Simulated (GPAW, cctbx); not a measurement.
# What do these deviations say about the bonding?

AgRuS2, P6_3/mmc (no. 194), a = 3.5383 Å, b = 3.5383 Å, c = 14.4486 Å, α = 90.00°, β = 90.00°, γ = 120.00°.

| atom | mult. | x | y | z |
| --- | --- | --- | --- | --- |
| Ag1 | 2 | 1/3 | 2/3 | 1/4 |
| Ru1 | 2 | 0 | 0 | 0 |
| S1 | 4 | 1/3 | 2/3 | 0.0843 |

The start was made by putting kin elements into a known structure type; the compound need not exist, or be stable, in this form.

Absolute values of the static structure factors of the conventional cell from DFT (PBE, GPAW) against free spherical atoms, in electrons:

```csv
hkl,d (Å),free atoms,crystal
002,7.224,23.17,23.48
004,3.612,133.72,133.32
100,3.064,9.61,9.47
101,2.998,90.59,90.64
102,2.821,100.62,100.32
103,2.585,27.48,27.09
006,2.408,49.71,50.00
104,2.337,42.51,42.28
105,2.102,78.75,78.63
106,1.893,116.87,116.46
```

**Question.** Which way does charge move, and which reflections show it best?

Project each element's phase sum on the total phase. |F| rises if density moves to atoms that scatter in phase and falls if it moves to atoms that scatter against it; the rule is for low angles, since changes of shape take over beyond. Where all elements are in phase the terms compete, and the compactness of the donor's and the acceptor's density matters too.

| hkl | Ag in phase | Ru in phase | S in phase | change (e) | (%) |
| --- | --- | --- | --- | --- | --- |
| 002 | -2.0 | +2.0 | +2.0 | +0.31 | +1.4 |
| 004 | +2.0 | +2.0 | -2.1 | -0.40 | -0.3 |
| 100 | -1.0 | +2.0 | -2.0 | -0.14 | -1.4 |
| 101 | +1.7 | 0.0 | +1.8 | +0.05 | +0.1 |
| 102 | +1.0 | +2.0 | -1.0 | -0.30 | -0.3 |
| 103 | +1.7 | 0.0 | -3.5 | -0.39 | -1.4 |
| 006 | +2.0 | -2.0 | +4.0 | +0.28 | +0.6 |
| 104 | -1.0 | +2.0 | +1.0 | -0.23 | -0.6 |

Low-angle reflections that set elements apart and change by more than 0.05 e: 002, 004, 100, 102, 103, 006 and 104 (101 hardly moves and tells little). The signs fit a gain of density on S and a loss on Ag and Ru, apart from 104. The best witness is 100, -1.4 %, where S enters with -2.0. The real-space density agrees: Voronoi charges Ag +0.15, Ru +0.14, S -0.15 e. The shortest bond, Ru–S, has Δρ = +0.07 e/Å³ at its midpoint.

[Outputs are excerpts: Python notices, other lines and further rows are left out; steps that failed or that the build refused (PBEsol, TPSS) are not shown.]

[Logs are printed without paths, hosts, clocks, repeated set-up lines and the standing remarks that a program may print on its own settings, such as how far it seeks lower states.]
